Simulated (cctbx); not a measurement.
## Lattice, Laue class and space group of a new crystal

Cell: a = 11.9860 Å, b = 11.9860 Å, c = 11.9860 Å, α = 90.00°, β = 90.00°, γ = 90.00°. Expected content of the cell: Bi12 Os80 C24.

The data are simulated with cctbx, not measured: Mo Kα, λ = 0.71073 Å, to d = 0.6 Å, 70 % of the full sphere, strongest reflection 20000 counts, noise from counting, a 1.5 % proportional error and a noise floor of 15 counts (s.d.); no absorption.

A first pass over the reflections prints:

```text
23265 reflections to d = 0.601 A
centring   violations  <I/sigma> of those
    A          0 of 11624     -0.0
    B          0 of 11578      0.0
    C          0 of 11652      0.0
    I       1866 of 11545      2.7
    R       2349 of 15455      2.5
    F          0 of 17427     -0.0
Laue class    unique    Rint  (classes that these axes allow; Friedel mates merged)
F m m m          1161   0.039
F m -3            396   0.041
F m -3 m          258   0.042
space group    extra absences  I>4sigma  <I/sigma>
F 4 3 2                 0          0         -  acentric
F -4 3 m                0          0         -  acentric
F m -3 m                0          0         -  centric
Wilson B = 1.07 A^2   <|E^2-1|> = 0.826 (0.968 centric, 0.736 acentric)   E^2>4: 2.0 %
shell (A)         n   <I/sigma>
 6.92 - 1.20     44     82.7
 1.20 - 0.96     34     55.1
 0.96 - 0.83     32     59.3
 0.83 - 0.76     29     55.9
 0.76 - 0.70     28     48.6
 0.70 - 0.66     31     37.8
 0.66 - 0.63     29     25.5
 0.63 - 0.60     31     25.4
```

**Question.** What are the lattice type, the Laue class and the likely space group?

The reflections that A, B, C and F centring forbids are absent (⟨I/σ⟩ near 0), so the lattice is F. F holds A, B and C together.

Rint stays low (0.039 to 0.042) up to F m -3 m, the highest class in these axes.

3 settings pass the absence test. No glide or screw absences show, which leaves F 4 3 2, F -4 3 m and F m -3 m.

⟨|E²−1|⟩ = 0.826 lies between the two ideal values. The Wilson B of 1.07 Å² means U ≈ 0.0136 Å².

The true group is Fm-3m (no. 225), Laue class m-3m, centrosymmetric. The tables only narrow the choice to the tied entries; cell content, site symmetry and trial solutions must settle it.

This is a model crystal, built by substitution and not relaxed, with assumed displacement parameters.

[Logs are printed without paths, hosts, clocks, repeated set-up lines and the standing remarks that a program may print on its own settings, such as how far it seeks lower states.]
